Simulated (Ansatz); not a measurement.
# A hypothetical structure for CsK3H4

Starting from a made-up structure for CsK3H4, the aim is the relaxed cell, its shortest contacts and, where a second run follows, its electronic structure.

Method: DFT, PBEsol, plane-wave PAW, files of the set soft_1, scalar-relativistic, no spin, cell and ions relaxed at zero pressure; PAW set soft_1, in Ansatz 0.2.0.

### 1. Set-up

It takes space group Pm-3m (No. 221, cubic). The conventional cell has a = 5.842 Å, b = 5.842 Å, c = 5.842 Å, α = 90.00°, β = 90.00°, γ = 90.00°. Nearest to Cs lie 6 H at 2.92 Å. Nearest to K lie 6 H at 2.92 Å. Nearest to H lie 4 K at 2.92 Å and 2 Cs at 2.92 Å. Nearest to H lie 6 K at 2.92 Å. Farther neighbours are not listed.

Structure file:

```cif
data_structure
_symmetry_space_group_name_H-M 'P 1'
_symmetry_Int_Tables_number 1
_cell_length_a 5.8420
_cell_length_b 5.8420
_cell_length_c 5.8420
_cell_angle_alpha 90.000
_cell_angle_beta 90.000
_cell_angle_gamma 90.000
_cell_volume 199.38
loop_
_atom_site_label
_atom_site_type_symbol
_atom_site_fract_x
_atom_site_fract_y
_atom_site_fract_z
_atom_site_occupancy
Cs1 Cs 0.50000 0.50000 0.50000 1
K2 K 0.50000 0.00000 0.00000 1
K3 K 0.00000 0.50000 0.00000 1
K4 K 0.00000 0.00000 0.50000 1
H5 H 0.00000 0.50000 0.50000 1
H6 H 0.50000 0.00000 0.50000 1
H7 H 0.50000 0.50000 0.00000 1
H8 H 0.00000 0.00000 0.00000 1
```

### 2. Relaxation of the guess

The guessed cell has no reason to be at equilibrium. It is relaxed with the atoms, within the space group of the guess.

input.yaml reads:

```yaml
crystal:
  lattice:
    - [5.842, 0.0, 0.0]
    - [0.0, 5.842, 0.0]
    - [0.0, 0.0, 5.842]
  atoms:
    - { symbol: Cs, position: [0.5, 0.5, 0.5] }
    - { symbol: K, position: [0.5, 0.0, 0.0] }
    - { symbol: K, position: [0.0, 0.5, 0.0] }
    - { symbol: K, position: [0.0, 0.0, 0.5] }
    - { symbol: H, position: [0.0, 0.5, 0.5] }
    - { symbol: H, position: [0.5, 0.0, 0.5] }
    - { symbol: H, position: [0.5, 0.5, 0.0] }
    - { symbol: H, position: [0.0, 0.0, 0.0] }
kpoints:
  mp_grid: { grid: [5, 5, 5] }
scf:
  occupations: { method: fermi_dirac, width: 0.05 }
hamiltonian:
  xc: pbesol
  pseudopotentials: { kind: paw, azcp: { folder: soft_1 }, xc_functional: pbe }
relax:
  f_tol: 0.015
  max_steps: 70
  cell: {}
output:
  forces: true
  stress: true
```

On the command line:

```sh
$ ansatz run input.yaml --threads 4 --pin off --max-ram 10240MiB --backend cpu --events-out ev --progress --plain --runs-dir out
```

Numbers of over 12 decimals in the logs are rounded to 6 here.

The log of the run:

```text
Engine: ansatz 0.2.0, aarch64-unknown-linux-gnu
Pseudopotentials: kind: paw
Pseudopotential: Cs, paw, valence charge 9, recommended cutoff 420 eV (normal), soft_1/Cs.paw.azcp
Pseudopotential: K, paw, valence charge 9, recommended cutoff 420 eV (normal), soft_1/K.paw.azcp
Pseudopotential: H, paw, valence charge 1, recommended cutoff 420 eV (normal), soft_1/H.paw.azcp
Functional definition: PBEsol
  exchange = pbesol_x
  correlation = pbesol_c
Crystal: 8 atoms, lattice volume = 199.381 Å³
Basis set: ecut = 420 eV, 3887 PW (Γ), exchange–correlation on 80×80×80 points (8 copies of the dense FFT grid, shifted against one another)
Bands: 28, of which v1, the nominal top of the filled ones, is band 20 counted from 1 (19 counted from 0)
Symmetry: 48 space group operations
Space group: Pm-3m (ITA 221), of the structure as read, at distance tolerance 5.8e-5 Å
k-points: 10 of 125
Non-local potential: Cs, projectors of the file, l = 0: 3, l = 1: 2, l = 2: 2, l = 3: 2
Non-local potential: K, projectors of the file, l = 0: 3, l = 1: 2, l = 2: 2
Non-local potential: H, projectors of the file, l = 0: 2, l = 1: 1
PAW form: soft (Blöchl's): semilocal exchange-correlation on the pseudo side does not see the compensation charge
PAW frozen core: Cs, regenerated for the run's functional, and the local potential with it (the file was generated under x = pbe(κ = 0.804, μ = 0.219515), c = pbe(β = 0.066725))
PAW frozen core: K, regenerated for the run's functional, and the local potential with it (the file was generated under x = pbe(κ = 0.804, μ = 0.219515), c = pbe(β = 0.066725))
PAW one-centre angular grid: Cs, 194 points (default); XC on 64 Gauss nodes
PAW one-centre angular grid: K, 110 points (default); XC on 64 Gauss nodes
PAW one-centre angular grid: H, 110 points (default); XC on 64 Gauss nodes
Initial density: superposition of atomic densities (chi_scale 0.1, normalization cell, long waves kept (reshape's long-wave potential 0.01 eV rms))
Initial wavefunctions: pseudopotential atomic-orbital guess
Functional: x = pbesol(κ = 0.804, μ = 0.123457), c = pbesol(β = 0.046)
SCF iter   1: F=—  HF=-10199.577451 eV  |F-HF|=—  |Δ(HF+E_count)|=         —  Δρ=3.94e-2  dr2=4.86e0  ethr=3.10e-3  ⟨swp⟩=10.2  Hψ=1573  notcnv=0
preconditioner: auto → Resta (q_TF=auto, 2.087 Å⁻¹)  ε∞=2.3  [insulator: Δε(μ)=3.838 eV  Ē_g=13.196 eV  σ=0.050 eV  W_gap=1.00  n_scr=26 (ndim 8)  ℏωp=14.9 eV  f_vac=0.000  D(μ)=0.00/eV (n_scr^D=0)  ε∞_Penn≈2.3]
SCF iter   2: F=—  HF=-10198.054683 eV  |F-HF|=—  |Δ(HF+E_count)|=    1.52e0  Δρ=1.34e-2  dr2=7.64e-1  ethr=3.10e-3  ⟨swp⟩=2.4  Hψ=472  notcnv=0  defer=20
SCF iter   3: F=—  HF=-10197.885057 eV  |F-HF|=—  |Δ(HF+E_count)|=   1.70e-1  Δρ=4.26e-3  dr2=2.81e-2  ethr=1.91e-3  ⟨swp⟩=2.3  Hψ=462  notcnv=0  defer=21
SCF iter   4: F=—  HF=-10197.906855 eV  |F-HF|=—  |Δ(HF+E_count)|=   2.18e-2  Δρ=4.88e-4  dr2=8.32e-4  ethr=7.03e-5  ⟨swp⟩=2.0  Hψ=358  notcnv=0  defer=21
SCF iter   5: F=—  HF=-10197.907739 eV  |F-HF|=—  |Δ(HF+E_count)|=   8.83e-4  Δρ=1.32e-4  dr2=2.84e-5  ethr=2.08e-6  ⟨swp⟩=2.9  Hψ=407  notcnv=0  defer=21
SCF iter   6: F=—  HF=-10197.907788 eV  |F-HF|=—  |Δ(HF+E_count)|=   4.95e-5  Δρ=1.90e-5  dr2=7.59e-7  ethr=7.09e-8  ⟨swp⟩=2.0  Hψ=436  notcnv=0  defer=21
SCF iter   7: F=-10197.907789 eV  HF=-10197.907789 eV  |F-HF|=3.92e-8  |Δ(HF+E_count)|=   1.01e-6  Δρ=3.20e-6  dr2=1.94e-8  ethr=2.50e-10  ⟨swp⟩=4.6  Hψ=898  notcnv=0
SCF 1 converged in 7 iterations: F = -10197.907789 eV  dr2 = 1.94e-8
  greatest PAW one-centre occupation: 0.987 electrons in one spin orbital (limit 2), on the K atom at site 3 (counted from 0), in its partial waves of l = 0
relax step   1: F+E_penalty+E_count = -10197.90778921 eV  Δ(F+E_penalty+E_count) = +0.000e0 eV  max|allowed force component| = 9.779e-30 eV/Å  Δτ_max = 0.0000 Å  P = -0.035 GPa  Ω = 199.381 Å³  (7 SCF iters, dr2 threshold 1.00e-7 eV, accepted)
Initial density: handed on by an earlier stage of this run
Initial wavefunctions: pseudopotential atomic-orbital guess (no wavefunctions were taken with the density)
iter 1 solved again at ethr=9.40e-8 eV; its pass at ethr=3.10e-3 eV (dr2=3.76e-5 eV) is discarded
SCF iter   1: F=—  HF=-10197.907811 eV  |F-HF|=—  |Δ(HF+E_count)|=         —  Δρ=3.26e-6  dr2=1.93e-8  ethr=9.40e-8  ⟨swp⟩=3.2  Hψ=2399  notcnv=0
preconditioner: auto → Resta (q_TF=auto, 2.087 Å⁻¹)  ε∞=2.2  [insulator: Δε(μ)=2.671 eV  Ē_g=13.613 eV  σ=0.050 eV  W_gap=1.00  n_scr=26 (ndim 8)  ℏωp=14.9 eV  f_vac=0.013  D(μ)=0.00/eV (n_scr^D=0)  ε∞_Penn≈2.2]
SCF iter   2: F=—  HF=-10197.907789 eV  |F-HF|=—  |Δ(HF+E_count)|=   2.23e-5  Δρ=1.95e-6  dr2=7.07e-9  ethr=4.83e-11  ⟨swp⟩=2.7  Hψ=487  notcnv=0
SCF iter   3: F=—  HF=-10197.907789 eV  |F-HF|=—  |Δ(HF+E_count)|=   1.86e-8  Δρ=5.93e-7  dr2=5.76e-10  ethr=1.77e-11  ⟨swp⟩=2.8  Hψ=448  notcnv=0
SCF iter   4: F=-10197.907789 eV  HF=-10197.907789 eV  |F-HF|=2.33e-10  |Δ(HF+E_count)|=   1.72e-9  Δρ=2.27e-7  dr2=5.81e-11  ethr=1.00e-12  ⟨swp⟩=3.0  Hψ=1131  notcnv=0
SCF 2 converged in 4 iterations: F = -10197.907789 eV  dr2 = 5.81e-11
relax step   2: F+E_penalty+E_count = -10197.90778921 eV  Δ(F+E_penalty+E_count) = -7.814e-9 eV  max|allowed force component| = 1.488e-29 eV/Å  Δτ_max = 0.0000 Å  P = -0.035 GPa  Ω = 199.381 Å³  stress off target by 3.50e-2 GPa  SCF on the basis re-selected at this cell (its energy is not comparable with the rows above)  (4 SCF iters)
basis re-selected at this cell: Δ(F+E_penalty+E_count) = -7.814e-9 eV, ΔP = -0.000 GPa vs the last step (what re-selecting the basis moved, of the pressure what is left beyond the Pulay correction that the steps carried, after the strain that the cell walked since its last selection, with what the two solves' SCF thresholds leave and, on support functions, any second-order correction that the steps lacked; it is no m [...]
SCF converged after 4 iterations
Free energy (F): -10197.907789 eV
Harris-Foulkes:  -10197.907789 eV  (|F-HF|=2.33e-10)
Internal energy: -10197.907789 eV  (E = F + TS)
E sigma→0 (E₀):  -10197.907789 eV
Fermi energy:    3.583937 eV
--- Per-component energies (eV) ---
  E_band       = -412.410529
  E_kinetic    = 957.424330
  E_local      = -2125.834277  (includes V_loc(G=0)·N_el)
  E_nonlocal   = 66.635204
  E_hartree    = 731.860281
  E_xc         = -613.239696
  E_vxc        = -674.182371  (∫ρ·V_xc dr)
  E_paw        = -7265.158670  (= ΣΔE_a)
  E_vpaw       = -100.170491  (= ΣTr[D̂ρ^β])
  E_aug_tail   = -0.003328  (compensation charges beyond the density's cutoff)
  E_ewald      = -1950.059453
  E_core_change = 0.467820  (= ΣΔE_core)
  E_smearing   = -0.000000  (= −TS)
  E_closure    = 0.000000  (closes the sum)
  Σ components = -10197.907789   (vs F -10197.907789, Δ=0.00e0)
--- Forces (eV/Å), atoms counted from 1 ---
  atom   1  Cs    -0.00000000    -0.00000000    -0.00000000
  atom   2  K     -0.00000000    -0.00000000    -0.00000000
  atom   3  K      0.00000000    -0.00000000    -0.00000000
  atom   4  K      0.00000000     0.00000000     0.00000000
  atom   5  H      0.00000000     0.00000000     0.00000000
  atom   6  H     -0.00000000    -0.00000000     0.00000000
  atom   7  H      0.00000000     0.00000000    -0.00000000
  atom   8  H     -0.00000000     0.00000000     0.00000000
  max |Σ_I F_I| component: 3.25e-29 eV/Å
--- Stress (GPa, compression-positive) ---
       -0.035027      -0.000000       0.000000
       -0.000000      -0.035027       0.000000
        0.000000       0.000000      -0.035027
  P = ⅓ Tr σ = -0.0350 GPa (-0.350 kbar)
--- Relaxed structure (1 steps of the walk, 1 accepted, 1 SCFs on fresh bases) ---
  F+E_penalty+E_count = -10197.90778921 eV   max|allowed force component| = 1.488e-29 eV/Å   (the final SCF, on the basis selected at the relaxed cell)
  cell:  # Å, volume = 199.3814 Å³
    - [5.842, 0.0, 0.0]
    - [0.0, 5.842, 0.0]
    - [0.0, 0.0, 5.842]
  atoms:
    - { symbol: Cs, position: [0.5, 0.5, 0.5] }
    - { symbol: K, position: [0.5, 0.0, 0.0] }
    - { symbol: K, position: [0.0, 0.5, 0.0] }
    - { symbol: K, position: [0.0, 0.0, 0.5] }
    - { symbol: H, position: [0.0, 0.5, 0.5] }
    - { symbol: H, position: [0.5, 0.0, 0.5] }
    - { symbol: H, position: [0.5, 0.5, 0.0] }
    - { symbol: H, position: [0.0, 0.0, 0.0] }
```

Run time: 2.6 s. Hardware: 4 threads of Arm Neoverse V1, shared host; peak memory 0.49 GiB.

Little changed from the start: no atom moved by 0.005 Å and no cell edge by 0.1 %.

This step gave:

```
free energy         : -10197.9078 eV
Fermi energy        : 3.584 eV
gap by band count   : 2.671 eV
electrons           : 40
symmetry operations : 48
pressure            : -0.03503 GPa
```

The shortest distance of each pair, which need not be the same contact before and after:

| pair | guess (Å) | relaxed (Å) |
| --- | --- | --- |
| Cs–H | 2.921 | 2.921 |
| H–K | 2.921 | 2.921 |
| Cs–K | 4.131 | 4.131 |
| K–K | 4.131 | 4.131 |
| H–H | 4.131 | 4.131 |

### 3. Summary of results

| Quantity | Value |
| --- | --- |
| space group, relaxed | Pm-3m |
| conventional cell | a = 5.842, b = 5.842, c = 5.842 Å; α = 90.0°, β = 90.0°, γ = 90.0° |
| volume per atom | 24.92 Å³ (guess 24.92) |

CsK3H4 relaxes to Pm-3m with a = 5.842, b = 5.842 and c = 5.842 Å. The guessed volume was near the relaxed one. The space group Pm-3m was held in the relaxation, so the end point is a stationary structure within it and may be a saddle against distortions or other arrangements. Mesh and cutoff weren't tested. Spin-orbit coupling is left out, which can matter for elements this heavy. No dispersion term is used, so weakly bound directions may come out too long. Nothing here tests whether the compound is stable against decomposition.

[Logs are printed without paths, hosts, clocks, repeated set-up lines and the standing remarks that a program may print on its own settings, such as how far it seeks lower states.]

[Hosts, paths, dates, database ids (printed as entryN), source tags and the programs' standing remarks are cut or masked in the printed files.]
